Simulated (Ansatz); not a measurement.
## Is Mg (Im-3m) a stable metal?

Question: is the lattice of Mg (Im-3m) stable, and if so, what are its coupling constant and resistivity?

Program: Ansatz 0.2.0. Level of theory: DFT PBEsol, scalar-relativistic, plane waves, PAW. Results are calculated unless marked as measured.

This is not the structure that Mg takes at ambient pressure and room temperature (hexagonal, No. 194); it is a model or a phase of other conditions.

### 1. Set-up

Symmetry: Im-3m, No. 229, cubic system. Conventional cell: a = 3.546 Å, b = 3.546 Å, c = 3.546 Å, α = 90.00°, β = 90.00°, γ = 90.00°. Nearest to Mg lie 8 Mg at 3.07 Å.

### 2. Relaxation

The structure is brought to rest under this functional.

Input file input.yaml:

```yaml
crystal:
  lattice:
    - [-1.7727644967, 1.7727644967, 1.7727644967]
    - [1.7727644967, -1.7727644967, 1.7727644967]
    - [1.7727644967, 1.7727644967, -1.7727644967]
  atoms:
    - { symbol: Mg, position: [0.0, 0.0, 0.0] }
kpoints:
  mp_grid: { grid: [12, 12, 12] }
hamiltonian:
  xc: pbesol
scf:
  occupations: { method: gaussian, width: 0.1 }
output:
  forces: true
  stress: true
  eigenvalues: true
  write_density: true
  write_potential: true
  elf: true
  volumetric_format: npy
relax:
  adjacent_minimum: "off"
  f_tol: 0.005
  max_steps: 80
  cell: { stress_tol: 0.05 }
```

Launch:

```bash
$ ansatz run input.yaml --threads 4 --pin off --max-ram 10240MiB --backend cpu --events-out ev --progress --plain --runs-dir out
```

Numbers of over 12 decimals in the logs are rounded to 6 here.

Output:

```text
Engine: ansatz 0.2.0, aarch64-unknown-linux-gnu
Pseudopotentials: kind: paw
Pseudopotential: Mg, paw, valence charge 10, recommended cutoff 420 eV (normal), Mg.paw.azcp
Functional definition: PBEsol
  exchange = pbesol_x
  correlation = pbesol_c
Crystal: 1 atoms, lattice volume = 22.285 Å³
Basis set: ecut = 420 eV, 429 PW (Γ), exchange–correlation on 48×48×48 points (8 copies of the dense FFT grid, shifted against one another)
Bands: 9, of which v1, the nominal top of the filled ones, is band 5 counted from 1 (4 counted from 0)
Symmetry: 48 space group operations
Space group: Im-3m (ITA 229), of the structure as read, at distance tolerance 2.8e-5 Å
k-points: 72 of 1728
Non-local potential: Mg, projectors of the file, l = 0: 3, l = 1: 2, l = 2: 1
PAW form: soft (Blöchl's): semilocal exchange-correlation on the pseudo side does not see the compensation charge
PAW frozen core: Mg, regenerated for the run's functional, and the local potential with it (the file was generated under x = pbe(κ = 0.804, μ = 0.219515), c = pbe(β = 0.066725))
PAW one-centre angular grid: Mg, 110 points (default); XC on 64 Gauss nodes
Initial density: superposition of atomic densities (neutral atoms: chi_scale 0, normalization atom), corrected by the library's trained network
Initial wavefunctions: pseudopotential atomic-orbital guess
Functional: x = pbesol(κ = 0.804, μ = 0.123457), c = pbesol(β = 0.046)
SCF iter   1: F=—  HF=-1912.020250 eV  |F-HF|=—  |Δ(HF+E_count)|=         —  Δρ=1.93e-3  dr2=3.22e-4  ethr=1.77e-3  ⟨swp⟩=5.4  Hψ=4527  notcnv=0
preconditioner: auto → none  [metal: Δε(μ)=0.097 eV  Ē_g=10.200 eV  σ=0.100 eV  W_gap=0.48  n_scr=0 (ndim 8)  ℏωp=11.1 eV  f_vac=0.000  D(μ)=0.48/eV (n_scr^D=0)]
SCF iter   2: F=—  HF=-1912.019762 eV  |F-HF|=—  |Δ(HF+E_count)|=   4.88e-4  Δρ=5.06e-4  dr2=2.17e-5  ethr=3.22e-6  ⟨swp⟩=2.3  Hψ=1575  notcnv=0
SCF iter   3: F=—  HF=-1912.019737 eV  |F-HF|=—  |Δ(HF+E_count)|=   2.54e-5  Δρ=7.53e-5  dr2=4.76e-7  ethr=2.17e-7  ⟨swp⟩=2.0  Hψ=999  notcnv=0  defer=1
iter 4 did not close the SCF: its close was put off for the readings that it lacked (scf_convergence_deferred on its scf_iter line)
SCF iter   4: F=-1912.019737 eV  HF=-1912.019737 eV  |F-HF|=8.99e-8  |Δ(HF+E_count)|=   5.46e-7  Δρ=2.19e-5  dr2=3.44e-8  ethr=4.76e-9  ⟨swp⟩=2.0  Hψ=948  notcnv=0  defer=1
iter 5 did not close the SCF: its close was put off for the readings that it lacked (scf_convergence_deferred on its scf_iter line)
SCF iter   5: F=-1912.019737 eV  HF=-1912.019737 eV  |F-HF|=2.03e-9  |Δ(HF+E_count)|=   5.58e-8  Δρ=3.52e-6  dr2=7.51e-10  ethr=3.44e-10  ⟨swp⟩=2.0  Hψ=1000  notcnv=0  defer=1
SCF iter   6: F=-1912.019737 eV  HF=-1912.019737 eV  |F-HF|=2.36e-11  |Δ(HF+E_count)|=   1.28e-9  Δρ=3.56e-7  dr2=9.27e-12  ethr=7.51e-12  ⟨swp⟩=4.1  Hψ=2791  notcnv=0
SCF 1 converged in 6 iterations: F = -1912.019737 eV  dr2 = 9.27e-12
  greatest PAW one-centre occupation: 1.000 electrons in one spin orbital (limit 2), on the Mg atom at site 0 (counted from 0), in its partial waves of l = 0
relax step   1: F+E_penalty+E_count = -1912.01973739 eV  Δ(F+E_penalty+E_count) = +0.000e0 eV  max|allowed force component| = 0.000e0 eV/Å  Δτ_max = 0.0000 Å  P = +0.255 GPa  Ω = 22.285 Å³  (6 SCF iters, dr2 threshold 1.00e-7 eV, accepted)
Crystal: 1 atoms, lattice volume = 22.402 Å³
Initial density: handed on by an earlier stage of this run
Initial wavefunctions: those handed on with the density
iter 1 solved again at ethr=4.45e-9 eV; its pass at ethr=3.10e-3 eV (dr2=4.45e-7 eV) is discarded
SCF iter   1: F=—  HF=-1912.019853 eV  |F-HF|=—  |Δ(HF+E_count)|=         —  Δρ=4.44e-5  dr2=4.99e-7  ethr=4.45e-9  ⟨swp⟩=3.3  Hψ=6287  notcnv=0
preconditioner: auto → none  [metal: Δε(μ)=0.094 eV  Ē_g=10.166 eV  σ=0.100 eV  W_gap=0.47  n_scr=0 (ndim 8)  ℏωp=11.1 eV  f_vac=0.000  D(μ)=0.50/eV (n_scr^D=0)]
SCF iter   2: F=—  HF=-1912.019851 eV  |F-HF|=—  |Δ(HF+E_count)|=   1.91e-6  Δρ=2.11e-5  dr2=1.09e-7  ethr=4.45e-9  ⟨swp⟩=1.1  Hψ=655  notcnv=0
SCF iter   3: F=-1912.019851 eV  HF=-1912.019851 eV  |F-HF|=5.02e-11  |Δ(HF+E_count)|=   1.54e-7  Δρ=3.75e-7  dr2=1.57e-11  ethr=1.00e-9  ⟨swp⟩=7.6  Hψ=3665  notcnv=0
SCF 2 converged in 3 iterations: F = -1912.019851 eV  dr2 = 1.57e-11
relax step   2: F+E_penalty+E_count = -1912.01985053 eV  Δ(F+E_penalty+E_count) = -1.131e-4 eV  max|allowed force component| = 0.000e0 eV/Å  Δτ_max = 0.0000 Å  P = +0.060 GPa  Ω = 22.402 Å³  energy of the carried Pulay correction = -1.492e-6 eV  (3 SCF iters, dr2 threshold 1.00e-7 eV, accepted)
Crystal: 1 atoms, lattice volume = 22.438 Å³
iter 1 solved again at ethr=4.24e-10 eV; its pass at ethr=3.10e-3 eV (dr2=4.24e-8 eV) is discarded
SCF iter   1: F=—  HF=-1912.019858 eV  |F-HF|=—  |Δ(HF+E_count)|=         —  Δρ=1.39e-5  dr2=4.79e-8  ethr=4.24e-10  ⟨swp⟩=3.3  Hψ=6300  notcnv=0
preconditioner: auto → none  [metal: Δε(μ)=0.094 eV  Ē_g=10.155 eV  σ=0.100 eV  W_gap=0.47  n_scr=0 (ndim 8)  ℏωp=11.1 eV  f_vac=0.000  D(μ)=0.50/eV (n_scr^D=0)]
SCF iter   2: F=—  HF=-1912.019857 eV  |F-HF|=—  |Δ(HF+E_count)|=   1.48e-6  Δρ=6.58e-6  dr2=1.04e-8  ethr=4.24e-10  ⟨swp⟩=1.2  Hψ=668  notcnv=0
SCF iter   3: F=-1912.019857 eV  HF=-1912.019857 eV  |F-HF|=7.50e-12  |Δ(HF+E_count)|=   1.46e-8  Δρ=1.49e-7  dr2=2.10e-12  ethr=9.03e-11  ⟨swp⟩=5.9  Hψ=2425  notcnv=0
SCF 3 converged in 3 iterations: F = -1912.019857 eV  dr2 = 2.10e-12
relax step   3: F+E_penalty+E_count = -1912.01985692 eV  Δ(F+E_penalty+E_count) = -6.380e-6 eV  max|allowed force component| = 0.000e0 eV/Å  Δτ_max = 0.0000 Å  P = +0.001 GPa  Ω = 22.438 Å³  energy of the carried Pulay correction = -1.953e-6 eV  (3 SCF iters, dr2 threshold 9.03e-9 eV, accepted)
Initial wavefunctions: pseudopotential atomic-orbital guess (no wavefunctions were taken with the density)
iter 1 solved again at ethr=6.67e-9 eV; its pass at ethr=3.10e-3 eV (dr2=6.67e-7 eV) is discarded
SCF iter   1: F=—  HF=-1912.019860 eV  |F-HF|=—  |Δ(HF+E_count)|=         —  Δρ=1.13e-6  dr2=3.61e-11  ethr=6.67e-9  ⟨swp⟩=3.7  Hψ=6592  notcnv=0
SCF iter   2: F=-1912.019859 eV  HF=-1912.019859 eV  |F-HF|=5.00e-12  |Δ(HF+E_count)|=   1.40e-6  Δρ=5.71e-7  dr2=8.99e-12  ethr=1.00e-12  ⟨swp⟩=5.2  Hψ=3667  notcnv=0
SCF 4 converged in 2 iterations: F = -1912.019859 eV  dr2 = 8.99e-12
relax step   4: F+E_penalty+E_count = -1912.01985904 eV  Δ(F+E_penalty+E_count) = -2.123e-6 eV  max|allowed force component| = 0.000e0 eV/Å  Δτ_max = 0.0000 Å  P = +0.001 GPa  Ω = 22.438 Å³  stress off target by 5.94e-4 GPa  SCF on the basis re-selected at this cell (its energy is not comparable with the rows above)  (2 SCF iters)
basis re-selected at this cell: Δ(F+E_penalty+E_count) = -2.123e-6 eV, ΔP = -0.000 GPa vs the last step (what re-selecting the basis moved, of the pressure what is left beyond the Pulay correction that the steps carried, after the strain that the cell walked since its last selection, with what the two solves' SCF thresholds leave and, on support functions, any second-order correction that the steps lacked; it is no measure of the basis error at this ecutwfc). This SCF's stress stands 5.94e-4 GPa from its target on what of the cell is left free (relax.cell.stress_tol is 5.00e-2 GPa) and its largest allowed force component is 0.00e0 eV/Å (relax.f_tol is 5.00e-3 eV/Å): [rest of the remark cut]
SCF converged after 2 iterations
Free energy (F): -1912.019859 eV
Harris-Foulkes:  -1912.019859 eV  (|F-HF|=5.00e-12)
Internal energy: -1912.017357 eV  (E = F + TS)
E sigma→0 (E₀):  -1912.018608 eV
Entropy (-TS):   -0.002502 eV (-2.502 meV/atom)
Fermi energy:    5.765961 eV
--- Per-component energies (eV) ---
  E_band       = -354.411580
  E_kinetic    = 74.982891
  E_local      = -1610.952280  (includes V_loc(G=0)·N_el)
  E_nonlocal   = 96.375045
  E_hartree    = 574.310872
  E_xc         = -28.183880
  E_vxc        = -36.540692  (∫ρ·V_xc dr)
  E_paw        = -281.280814  (= ΣΔE_a)
  E_vpaw       = -26.898317  (= ΣTr[D̂ρ^β])
  E_aug_tail   = -0.000002  (compensation charges beyond the density's cutoff)
  E_ewald      = -737.328051
  E_core_change = 0.058862  (= ΣΔE_core)
  E_smearing   = -0.002502  (= −TS)
  E_closure    = -0.000000  (closes the sum)
  Σ components = -1912.019859   (vs F -1912.019859, Δ=0.00e0)
--- Forces (eV/Å), atoms counted from 1 ---
  atom   1  Mg     0.00000000    -0.00000000     0.00000000
  max |Σ_I F_I| component: 1.39e-29 eV/Å
--- Stress (GPa, compression-positive) ---
        0.000594       0.000000      -0.000000
        0.000000       0.000594      -0.000000
       -0.000000       0.000000       0.000594
  P = ⅓ Tr σ = 0.0006 GPa (0.006 kbar)
--- Band table (eV; the first three rows and the last of 72) ---
  k-point 0: bands = ["-69.8566", "-36.7793", "-36.7793", "-36.7793", "-1.2290", "18.9818", "18.9818", "18.9818", "21.0251"]
  k-point 1: bands = ["-69.8564", "-36.7818", "-36.7802", "-36.7793", "-1.0625", "17.2057", "18.2134", "18.2893", "19.7288"]
  k-point 2: bands = ["-69.8557", "-36.7885", "-36.7825", "-36.7792", "-0.5653", "14.3028", "16.9895", "17.2683", "18.4503"]
  k-point 71: bands = ["-69.8501", "-36.8066", "-36.8066", "-36.8066", "9.7238", "9.7238", "9.7238", "9.8280", "9.8280"]
--- Relaxed structure (3 steps of the walk, 3 accepted, 1 SCFs on fresh bases) ---
  F+E_penalty+E_count = -1912.01985904 eV   max|allowed force component| = 0.000e0 eV/Å   (the final SCF, on the basis selected at the relaxed cell)
  cell:  # Å, volume = 22.4379 Å³
    - [-1.776810, 1.776810, 1.776810]
    - [1.776810, -1.776810, 1.776810]
    - [1.776810, 1.776810, -1.776810]
  atoms:
    - { symbol: Mg, position: [0.0, 0.0, 0.0] }
```

The job ended after 1.4 s (4 threads of Arm Neoverse V1, shared host; peak memory 0.28 GiB).

Step by step:

```tsv
step	energy less that of the first step (eV)	largest force component (eV/Å)	pressure (GPa)	volume (Å³)
1	0.0000	0.0000	0.26	22.29
2	-0.0001	0.0000	0.06	22.40
3	-0.0001	0.0000	0.00	22.44
4*	-0.0001	0.0000	0.00	22.44
```

Relaxation steps marked * repeat the geometry before them on a plane-wave basis chosen anew for their cell, so energy and pressure can jump there.

```tsv
conventional cell, symmetrised	before	after	change
a (Å)	3.546	3.554	+0.2 %
b (Å)	3.546	3.554	+0.2 %
c (Å)	3.546	3.554	+0.2 %
volume (Å³/atom)	22.29	22.44	+0.7 %
```

The relaxed structure:

```xyz
1
Lattice="-1.7768 1.7768 1.7768 1.7768 -1.7768 1.7768 1.7768 1.7768 -1.7768" Properties=species:S:1:pos:R:3 pbc="T T T"
Mg    0.0000    0.0000    0.0000
```

This step gave:

- pressure: 5.94e-4 GPa
- volume per atom: 22.44 Å³
- metallic on mesh: yes
- gap on the k-mesh: 0 eV

Electrostatic potential energy in the ac plane of the conventional cell at fractional y = 0.000, with atoms of Mg within 0.2 Å of it. With pseudopotentials it is smooth inside the atoms' cores, unlike the true potential.

Values in eV, 14 rows by 14 columns, each cell a mean:
```
-65 -59 -28  -7   2   6   7   8   7   4   0 -12 -42 -63
-48 -36 -15  -3   3   6   7   8   7   5   1  -6 -23 -42
-15 -10  -3   2   5   7   8   8   8   6   4   0  -6 -12
 -1   0   2   4   6   7   8   8   8   7   6   4   1   0
  4   5   6   6   7   8   8   8   8   8   7   6   5   4
  7   7   7   8   8   8   8   8   8   8   8   8   7   7
  8   8   8   8   8   8   8   8   8   8   8   8   8   8
  7   7   8   8   8   8   8   8   8   8   8   8   7   7
  5   6   6   7   7   8   8   8   8   8   7   7   6   6
  1   2   4   5   7   7   8   8   8   7   6   5   3   2
 -8  -5  -1   3   5   7   8   8   8   6   4   2  -3  -7
-34 -24  -9  -1   4   6   8   8   7   6   2  -3 -15 -28
-63 -54 -24  -5   2   6   7   8   7   5   0 -10 -36 -59
-65 -63 -34  -8   1   5   7   8   7   4  -1 -15 -48 -65
```
Columns run along a (3.6 Å; values clipped at the 3rd and 97th percentile), rows up along c (3.6 Å), edges of the conventional cell, whose origin can differ from the input's. Atoms in or near the plane, at fractional coordinates: Mg at (0.00, 0.00).

Valence density in the ac plane of the conventional cell at fractional y = 0.000, with atoms of Mg within 0.2 Å of it. It is the smooth field of the valence electrons, not physical close to the nuclei.

Values in e/Å³, 14 rows by 14 columns, each cell a mean:
```
20 11  2  0  0  0  0  0  0  0  0  0  5 15
 7  4  1  0  0  0  0  0  0  0  0  0  2  5
 1  0  0  0  0  0  0  0  0  0  0  0  0  0
 0  0  0  0  0  0  0  0  0  0  0  0  0  0
 0  0  0  0  0  0  0  0  0  0  0  0  0  0
 0  0  0  0  0  0  0  0  0  0  0  0  0  0
 0  0  0  0  0  0  0  0  0  0  0  0  0  0
 0  0  0  0  0  0  0  0  0  0  0  0  0  0
 0  0  0  0  0  0  0  0  0  0  0  0  0  0
 0  0  0  0  0  0  0  0  0  0  0  0  0  0
 0  0  0  0  0  0  0  0  0  0  0  0  0  0
 3  2  0  0  0  0  0  0  0  0  0  0  1  2
16  9  2  0  0  0  0  0  0  0  0  0  4 11
28 16  3  0  0  0  0  0  0  0  0  1  7 20
```
Columns run along a (3.6 Å), rows up along c (3.6 Å), edges of the conventional cell, whose origin can differ from the input's. Atoms in or near the plane, at fractional coordinates: Mg at (0.00, 0.00).

ELF in the ac plane of the conventional cell at fractional y = 0.000, with atoms of Mg within 0.2 Å of it. It is the smooth field of the valence electrons, not physical close to the nuclei.

Ten even steps from '_' (0.08) to '@' (0.55), each cell a mean:
```
==**==__..**@@@@%%==__..****
**++::__::##@@@@@@**..__==**
::..__..++@@@@@@@@%%==____..
____::++%%@@@@@@@@@@##==..__
==++**%%@@@@@@@@@@@@@@%%**==
%%%%@@@@@@@@@@@@@@@@@@@@@@%%
@@@@@@@@@@@@@@@@@@@@@@@@@@@@
@@@@@@@@@@@@@@@@@@@@@@@@@@@@
**##%%@@@@@@@@@@@@@@@@@@##**
__..--##@@@@@@@@@@@@%%++::..
______::##@@@@@@@@%%++..____
++==..__--%%@@@@@@**::__::==
++**==__..##@@@@%%++__..++**
--++++____**@@@@%%==__::**==
```
Columns run along a (3.6 Å), rows up along c (3.6 Å), edges of the conventional cell, whose origin can differ from the input's. Atoms in or near the plane, at fractional coordinates: Mg at (0.00, 0.00).

The largest force is now zero by symmetry and the largest stress component 5.9e-4 GPa, small enough for phonons.

(Continued in part 2 of 2.)

[Logs are printed without paths, hosts, clocks, repeated set-up lines and the standing remarks that a program may print on its own settings, such as how far it seeks lower states.]

[Hosts, paths, dates, database ids (printed as entryN), source tags and the programs' standing remarks are cut or masked in the printed files.]
